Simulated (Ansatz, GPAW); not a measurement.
**Cutoff, mesh and smearing for a 6-layer slab of Na(110)**

How do cutoff, mesh, smearing and the dipole layer change the work function of a 6-layer slab of Na(110)?

Calculated with GPAW 26.7.0 and Ansatz 0.2.0; Ansatz plane waves; slab in vacuum with a dipole correction, relaxation, in the first sound run; inputs show where later runs differ.

Report form: the programs' logs are mostly left out.

## Step 1: Starting point

The cell holds 6 atoms: 6 Na. Cell: a = 3.663 Å, b = 3.663 Å, c = 30.955 Å, α = 90.0°, β = 90.0°, γ = 70.5°. Vacuum lies along c.

## Step 2: Relaxing the atoms

Forces are removed first; all later runs use this geometry. The lowest 3 atoms are held at bulk positions and keep their forces.

input.yaml reads:

```yaml
crystal:
  lattice:
    - [2.9910616844, -2.115, 0.0]
    - [2.9910616844, 2.115, 0.0]
    - [0.0, 0.0, 30.9553084221]
  atoms:
    - { symbol: Na, position: [0.0, 0.0, 0.2584370955] }
    - { symbol: Na, position: [0.5, 0.5, 0.3550622573] }
    - { symbol: Na, position: [0.0, 0.0, 0.4516874191] }
    - { symbol: Na, position: [0.5, 0.5, 0.5483125809] }
    - { symbol: Na, position: [0.0, 0.0, 0.6449377427] }
    - { symbol: Na, position: [0.5, 0.5, 0.7415629045] }
kpoints:
  mp_grid: { grid: [9, 9, 1] }
hamiltonian:
  xc: pbe
scf:
  occupations: { method: fermi_dirac, width: 0.1 }
efield:
  axis: 3
  dipole_correction: true
  ramp_width: 0.05
relax:
  f_tol: 0.02
  max_steps: 60
  constraints: [{ sites: [0, 1, 2] }]
output:
  write_potential: true
  write_density: true
  volumetric_format: npy
```

Launch:

```sh
> ansatz run input.yaml --threads 4 --pin off --max-ram 8192MiB --backend cpu --events-out ev --progress --plain --runs-dir out
```

Wall time 12 s (4 threads of Intel Xeon Platinum 8488C (Sapphire Rapids), shared host); peak memory 0.77 GiB; 46 s of CPU time.

Step by step:

| step | energy less that of the first step (eV) | largest force component (eV/Å) |
| --- | --- | --- |
| 1 | 0.0000 | 0.0364 |
| 2 | -0.0008 | 0.0300 |
| 3 | -0.0024 | 0.0047 |

Forces are held to the 4 operations that the run works with; a distortion that breaks them can't arise in this run.

The atoms that moved most (Å):

```csv
atom,dx,dy,dz,length
Na6,0.000,0.000,-0.183,0.183
Na5,0.000,0.000,-0.076,0.076
Na4,0.000,0.000,-0.035,0.035
```

The relaxed structure:

```
Na
1.0
     2.99106   -2.11500    0.00000
     2.99106    2.11500    0.00000
     0.00000    0.00000   30.95531
Na
6
Direct
  0.00000 0.00000 0.25844
  0.50000 0.50000 0.35506
  0.00000 0.00000 0.45169
  0.50000 0.50000 0.54718
  0.00000 0.00000 0.64247
  0.50000 0.50000 0.73566
```

Numbers from this step:

| Item | Value |
| --- | --- |
| free energy | -8918.2291 eV |
| smearing term TS | 0.08966 eV |
| symmetry operations | 4 |
| upper work function | 2.812 eV |
| lower work function | 2.825 eV |
| dipole along the normal | 8.96e-4 e·Å |
| dipole field | 4.14e-4 V/Å |
| vacuum level above | 2.648 eV |
| vacuum level below | 2.661 eV |

The electrostatic potential energy of an electron (with the applied field's), less the Fermi level, planar mean oscillates, so the rows of the table below give means over windows of 3.01 Å about each position, cut where the curve ends. Its maxima inside the range that stand out by 2 % of the span (Å: eV): 9.5: 1.87, 12.5: 1.85, 15.5: 1.79, 18.5: 1.78, 21.4: 1.71. Its minima: 8.0: -6.03, 11.0: -5.91, 14.0: -5.87, 16.9: -5.95, 19.9: -5.92, 22.8: -6.04.

The electrostatic potential energy of an electron (with the applied field's), less the Fermi level, planar mean by z; means over each step:

```csv
z (Å),"electrostatic potential energy of an electron (with the applied field's), less the Fermi level, planar mean (eV)"
1.50,2.83
4.51,2.75
7.52,-0.877
10.54,-0.851
13.54,-0.861
16.55,-0.881
19.56,-0.875
22.57,-0.987
25.58,2.57
28.59,2.81
```

The valence density, planar mean oscillates, so the rows of the table below give means over windows of 3.01 Å about each position, cut where the curve ends. Its maxima inside the range that stand out by 2 % of the span (Å: e/Å³): 8.0: 0.910, 11.0: 0.902, 14.0: 0.892, 16.9: 0.908, 19.9: 0.907, 22.8: 0.913. Its minima: 9.6: 0.0293, 12.5: 0.0296, 15.5: 0.0301, 18.3: 0.0302, 21.2: 0.0311.

Valence density, planar mean against z; means over each step:

| z (Å) | valence density, planar mean (e/Å³) |
| --- | --- |
| 1.50 | 5.6e-6 |
| 4.51 | 0.00129 |
| 7.52 | 0.230 |
| 10.54 | 0.236 |
| 13.54 | 0.237 |
| 16.55 | 0.237 |
| 19.56 | 0.237 |
| 22.57 | 0.236 |
| 25.58 | 0.00349 |
| 28.59 | 2.0e-5 |

The relaxation lowered the energy of the cell by 0.00243 eV.

## Step 3: The slab's potential

With the geometry fixed, the planar mean of the potential gives the vacuum level on each side.

This step: GPAW, PAW setups; slab in vacuum (GPAW 26.7.0).

run.py reads:

```python
import json
import numpy as np
from ase import Atoms
from gpaw import GPAW, PW

slab = Atoms(
    ['Na', 'Na', 'Na', 'Na', 'Na', 'Na'],
    positions=[
        [0.00000, 0.00000, 8.00000],
        [2.99106, 0.00000, 10.99106],
        [0.00000, 0.00000, 13.98212],
        [2.99106, 0.00000, 16.93824],
        [0.00000, 0.00000, 19.88798],
        [2.99106, 0.00000, 22.77247]],
    cell=[[2.99106, -2.115, 0.0], [2.99106, 2.115, 0.0], [0.0, 0.0, 30.95531]],
    pbc=[True, True, False])

slab.calc = GPAW(mode=PW(400), xc='PBE', kpts={'size': (9, 9, 1), 'gamma': True},
                 occupations={'name': 'fermi-dirac', 'width': 0.1}, nbands='140%',
                 convergence={'density': 1e-05}, maxiter=200,
                 poissonsolver={'dipolelayer': 'xy'},
                 symmetry={'tolerance': 1e-3}, txt='slab.txt')
result = {}
energy = slab.get_potential_energy()
fermi = slab.calc.get_fermi_level()
v = slab.calc.get_electrostatic_potential().mean((0, 1)) - fermi
n = slab.calc.get_pseudo_density().mean((0, 1))
L = slab.cell[2, 2]
z = np.arange(len(v)) * L / len(v)
low, high = slab.positions[:, 2].min(), slab.positions[:, 2].max()
below, above = np.interp([low - 5.8, high + 5.8], z, v)
slopes = [np.interp(x, z, np.gradient(v, z)) for x in (low - 5.8, high + 5.8)]
eps = np.array([[slab.calc.get_eigenvalues(k, s) for k in range(len(slab.calc.get_ibz_k_points()))]
                for s in range(slab.calc.get_number_of_spins())]) - fermi
top, bottom = eps[eps < 0].max(), eps[eps > 0].min()
dipole = slab.get_dipole_moment()[2]
print(f'energy {energy:.4f} eV, Fermi level {fermi:.4f} eV, dipole {dipole:.5f} e A')
print(f'potential 5.8 A off the faces, from the Fermi level: lower {below:.4f} eV, upper {above:.4f} eV')
print(f'slope of the potential there: lower {slopes[0]:.5f}, upper {slopes[1]:.5f} eV/A')
print(f'nearest levels on the mesh: {top:.4f} and {bottom:.4f} eV')
print('magnetic moment', round(slab.get_magnetic_moment(), 3))
result.update(energy=energy, fermi=fermi, dipole=dipole, below=below, above=above, slopes=slopes, edges=[top, bottom],
              z=z.tolist(), v=v.tolist(), n=n.tolist(), positions=slab.positions.tolist(),
              forces=slab.get_forces(apply_constraint=False).tolist(), moments=slab.get_magnetic_moments().tolist())
json.dump(result, open('result.json', 'w'))
```

Launch:

```sh
> OMP_NUM_THREADS=1 OPENBLAS_NUM_THREADS=1 python run.py
```

The job ended after 2.1 min (1 thread; peak memory 0.32 GiB).

This step gave:

- dipole along the normal: 9.70e-4 e·Å
- levels nearest the Fermi level on the mesh: -0.03910, 0.01478 eV from the Fermi level
- upper work function: 2.809 eV
- lower work function: 2.826 eV

The electrostatic potential energy of an electron (without an applied field's), less the Fermi level, planar mean oscillates, so the rows of the table below give means over windows of 3.01 Å about each position, cut where the curve ends. Its maxima inside the range that stand out by 2 % of the span (Å: eV): 9.5: 1.86, 12.5: 1.85, 15.5: 1.79, 18.4: 1.78, 21.4: 1.70. Its minima: 8.0: -3.47, 11.0: -3.38, 14.0: -3.40, 17.0: -3.37, 19.9: -3.38, 22.8: -3.48.

Table of electrostatic potential energy of an electron (without an applied field's), less the Fermi level, planar mean by z; means over each step:

z (Å), electrostatic potential energy of an electron (without an applied field's), less the Fermi level, planar mean (eV) and a bar from the least value:
```
     1.50       2.83 ##############################
     4.51       2.75 #############################
     7.52      -0.24 #
    10.54      -0.21 #
    13.54      -0.22 #
    16.55      -0.24 #
    19.56      -0.24 #
    22.57      -0.35 
    25.58       2.57 ############################
    28.59       2.81 ##############################
```

The pseudo valence density, planar mean oscillates, so the rows of the table below give means over windows of 3.01 Å about each position, cut where the curve ends. Its maxima inside the range that stand out by 2 % of the span (Å: e/Å³): 8.0: 0.678, 11.0: 0.683, 14.0: 0.686, 17.0: 0.677, 20.0: 0.640, 22.8: 0.687. Its minima: 9.7: 0.0294, 12.5: 0.0296, 15.5: 0.0301, 18.5: 0.0303, 21.3: 0.0312.

Table of pseudo valence density, planar mean by z; means over each step:

```csv
z (Å),"pseudo valence density, planar mean (e/Å³)"
1.50,5.6e-6
4.51,0.00130
7.52,0.178
10.54,0.184
13.54,0.184
16.55,0.184
19.56,0.185
22.57,0.183
25.58,0.00351
28.59,2.0e-5
```

The potential is flat to 6.5e-4 eV/Å where it is read, so the vacuum is wide enough. The geometry is the other program's minimum; here the largest force on a free atom is 0.0051 eV/Å.

## Step 4: Cutoff 200

The cutoff limits how sharply the smooth valence waves can vary, which tells mostly near the atoms.

run.py: that of step 3 with these lines changed.

```diff
@@ -17,3 +17,3 @@
 
-slab.calc = GPAW(mode=PW(400), xc='PBE', kpts={'size': (9, 9, 1), 'gamma': True},
+slab.calc = GPAW(mode=PW(200), xc='PBE', kpts={'size': (9, 9, 1), 'gamma': True},
                  occupations={'name': 'fermi-dirac', 'width': 0.1}, nbands='140%',
```

Wall time 36 s (1 thread); peak memory 0.19 GiB.

The run finished. A setting was moved off its sound value on purpose, so it serves as a test and not as the result.

The fault put into the input: a cutoff under that of the base run: the energy of the cell lies 0.80 eV from the base value (ecut = 200).

The two runs compared:

```csv
quantity,this run,sound run,difference
upper work function (eV),2.8101,2.8093,8.2e-4
lower work function (eV),2.8271,2.8259,0.00117
```

## Step 5: Cutoff 300

run.py: that of step 4 with these lines changed.

```diff
@@ -17,3 +17,3 @@
 
-slab.calc = GPAW(mode=PW(200), xc='PBE', kpts={'size': (9, 9, 1), 'gamma': True},
+slab.calc = GPAW(mode=PW(300), xc='PBE', kpts={'size': (9, 9, 1), 'gamma': True},
                  occupations={'name': 'fermi-dirac', 'width': 0.1}, nbands='140%',
```

Wall time 66 s (1 thread); peak memory 0.24 GiB.

The run finished. A setting was moved off its sound value on purpose, so it serves as a test and not as the result.

The fault put into the input: a cutoff under that of the base run: the energy of the cell lies 0.11 eV from the base value (ecut = 300).

The two runs compared:

| quantity | this run | sound run | difference |
| --- | --- | --- | --- |
| upper work function (eV) | 2.8109 | 2.8093 | 0.00162 |
| lower work function (eV) | 2.8276 | 2.8259 | 0.00174 |

## Step 6: Cutoff 700: ecut = 700

run.py: that of step 5 with these lines changed.

```diff
@@ -17,3 +17,3 @@
 
-slab.calc = GPAW(mode=PW(300), xc='PBE', kpts={'size': (9, 9, 1), 'gamma': True},
+slab.calc = GPAW(mode=PW(700), xc='PBE', kpts={'size': (9, 9, 1), 'gamma': True},
                  occupations={'name': 'fermi-dirac', 'width': 0.1}, nbands='140%',
```

The job ended after 5.1 min (1 thread; peak memory 0.6 GiB).

This step gave:

```
dipole along the normal                    : 9.75e-4 e·Å
levels nearest the Fermi level on the mesh : -0.03904, 0.01481 eV from the Fermi level
```

The electrostatic potential energy of an electron (without an applied field's), less the Fermi level, planar mean oscillates, so the rows of the table below give means over windows of 2.99 Å about each position, cut where the curve ends. Its maxima inside the range that stand out by 2 % of the span (Å: eV): 9.5: 1.86, 12.5: 1.84, 15.5: 1.79, 18.3: 1.77, 21.4: 1.71. Its minima: 8.0: -3.47, 11.0: -3.39, 14.0: -3.39, 17.0: -3.39, 19.9: -3.38, 22.8: -3.42.

Table of electrostatic potential energy of an electron (without an applied field's), less the Fermi level, planar mean by z; means over each step:

z (Å), electrostatic potential energy of an electron (without an applied field's), less the Fermi level, planar mean (eV) and a bar from the least value:
```
     1.50       2.83 ##############################
     4.49       2.75 #############################
     7.48      -0.23 #
    10.46      -0.22 #
    13.46      -0.23 #
    16.45      -0.26 #
    19.44      -0.25 #
    22.43      -0.36 
    25.42       2.49 ###########################
    28.41       2.81 ##############################
```

The pseudo valence density, planar mean oscillates, so the rows of the table below give means over windows of 2.95 Å about each position, cut where the curve ends. Its maxima inside the range that stand out by 2 % of the span (Å: e/Å³): 8.0: 0.684, 11.0: 0.685, 13.9: 0.670, 16.9: 0.666, 19.8: 0.665, 22.8: 0.688. Its minima: 9.7: 0.0294, 12.6: 0.0296, 15.4: 0.0301, 18.3: 0.0302, 21.3: 0.0312.

Table of pseudo valence density, planar mean by z; means over each step:

z (Å), pseudo valence density, planar mean (e/Å³) and a bar:
```
     1.48      0.000 
     4.43      0.001 
     7.38      0.179 #############################
    10.33      0.187 ##############################
    13.28      0.187 ##############################
    16.23      0.187 ##############################
    19.18      0.188 ##############################
    22.13      0.189 ##############################
    25.08      0.007 #
    28.03      0.000
```

The upper face's work function is 2.809 eV, against 2.809 eV in the first plane-wave PBE run at this geometry.

## Step 7: K mesh 3×3

The mesh in the plane samples the bands: a metal's Fermi level needs it dense, and band edges must lie on it.

run.py: that of step 6 with these lines changed.

```diff
@@ -17,3 +17,3 @@
 
-slab.calc = GPAW(mode=PW(700), xc='PBE', kpts={'size': (9, 9, 1), 'gamma': True},
+slab.calc = GPAW(mode=PW(400), xc='PBE', kpts={'size': (3, 3, 1), 'gamma': True},
                  occupations={'name': 'fermi-dirac', 'width': 0.1}, nbands='140%',
```

Run time: 29 s. Hardware: 1 thread; peak memory 0.23 GiB.

The run finished with changed settings (kpts = [3, 3]); it serves as a test.

Side by side:

| quantity | this run | sound run | difference |
| --- | --- | --- | --- |
| upper work function (eV) | 2.8322 | 2.8093 | 0.0229 |
| lower work function (eV) | 2.8531 | 2.8259 | 0.0272 |

## Step 8: K mesh 5×5

run.py: that of step 7 with these lines changed.

```diff
@@ -17,3 +17,3 @@
 
-slab.calc = GPAW(mode=PW(400), xc='PBE', kpts={'size': (3, 3, 1), 'gamma': True},
+slab.calc = GPAW(mode=PW(400), xc='PBE', kpts={'size': (5, 5, 1), 'gamma': True},
                  occupations={'name': 'fermi-dirac', 'width': 0.1}, nbands='140%',
```

The job ended after 51 s (1 thread; peak memory 0.24 GiB).

The run finished with changed settings (kpts = [5, 5]); it serves as a test.

Side by side:

```csv
quantity,this run,sound run,difference
upper work function (eV),2.8295,2.8093,0.0202
lower work function (eV),2.8455,2.8259,0.0196
```

## Step 9: K mesh 14×14: kpts = [14, 14]

run.py: that of step 8 with these lines changed.

```diff
@@ -17,3 +17,3 @@
 
-slab.calc = GPAW(mode=PW(400), xc='PBE', kpts={'size': (5, 5, 1), 'gamma': True},
+slab.calc = GPAW(mode=PW(400), xc='PBE', kpts={'size': (14, 14, 1), 'gamma': True},
                  occupations={'name': 'fermi-dirac', 'width': 0.1}, nbands='140%',
```

Wall time 4.5 min (1 thread); peak memory 0.48 GiB.

Numbers from this step:

```yaml
dipole_along_the_normal: 9.46e-4 e·Å
levels_nearest_the_fermi_level_on_the_mesh: -0.003916, 0.009511 eV from the Fermi level
upper_work_function: 2.813 eV
lower_work_function: 2.829 eV
```

The electrostatic potential energy of an electron (without an applied field's), less the Fermi level, planar mean oscillates, so the rows of the table below give means over windows of 3.01 Å about each position, cut where the curve ends. Its maxima inside the range that stand out by 2 % of the span (Å: eV): 9.5: 1.86, 12.5: 1.86, 15.5: 1.82, 18.4: 1.80, 21.4: 1.71. Its minima: 8.0: -3.47, 11.0: -3.38, 14.0: -3.37, 17.0: -3.34, 19.9: -3.37, 22.8: -3.47.

Electrostatic potential energy of an electron (without an applied field's), less the Fermi level, planar mean against z; means over each step:

```csv
z (Å),"electrostatic potential energy of an electron (without an applied field's), less the Fermi level, planar mean (eV)"
1.50,2.83
4.51,2.75
7.52,-0.235
10.54,-0.209
13.54,-0.200
16.55,-0.211
19.56,-0.222
22.57,-0.342
25.58,2.57
28.59,2.81
```

The upper face's work function is 2.813 eV, against 2.809 eV in the first plane-wave PBE run at this geometry.

## Step 10: Scheme Methfessel-Paxton of order 0 (Gaussian), smearing 0.1

Smearing changes the occupations near the Fermi level, and with them the level itself. Smearing helps the SCF of a metal converge, but it blurs occupations at band edges near the Fermi level.

run.py: that of step 9 with these lines changed.

```diff
@@ -17,4 +17,4 @@
 
-slab.calc = GPAW(mode=PW(400), xc='PBE', kpts={'size': (14, 14, 1), 'gamma': True},
-                 occupations={'name': 'fermi-dirac', 'width': 0.1}, nbands='140%',
+slab.calc = GPAW(mode=PW(400), xc='PBE', kpts={'size': (9, 9, 1), 'gamma': True},
+                 occupations={'name': 'methfessel-paxton', 'width': 0.1}, nbands='140%',
                  convergence={'density': 1e-05}, maxiter=200,
```

Run time: 2.1 min. Hardware: 1 thread; peak memory 0.32 GiB.

Numbers from this step:

```
dipole along the normal                    : 9.97e-4 e·Å
levels nearest the Fermi level on the mesh : -0.005768, 0.02459 eV from the Fermi level
upper work function                        : 2.767 eV
lower work function                        : 2.784 eV
```

The electrostatic potential energy of an electron (without an applied field's), less the Fermi level, planar mean oscillates, so the rows of the table below give means over windows of 3.01 Å about each position, cut where the curve ends. Its maxima inside the range that stand out by 2 % of the span (Å: eV): 9.5: 1.84, 12.5: 1.83, 15.5: 1.78, 18.4: 1.76, 21.4: 1.68. Its minima: 8.0: -3.49, 11.0: -3.40, 14.0: -3.42, 17.0: -3.39, 19.9: -3.40, 22.8: -3.49.

Electrostatic potential energy of an electron (without an applied field's), less the Fermi level, planar mean against z; means over each step:

z (Å), electrostatic potential energy of an electron (without an applied field's), less the Fermi level, planar mean (eV) and a bar from the least value:
```
     1.50       2.78 ##############################
     4.51       2.71 #############################
     7.52      -0.26 #
    10.54      -0.23 #
    13.54      -0.24 #
    16.55      -0.26 #
    19.56      -0.25 #
    22.57      -0.37 
    25.58       2.53 ############################
    28.59       2.77 ##############################
```

The upper face's work function is 2.767 eV, against 2.809 eV in the first plane-wave PBE run at this geometry.

[end of part 1 of 2]

[Logs are printed without paths, hosts, clocks, repeated set-up lines and the standing remarks that a program may print on its own settings, such as how far it seeks lower states.]

[Hosts, paths, dates, database ids (printed as entryN), source tags and the programs' standing remarks are cut or masked in the printed files.]
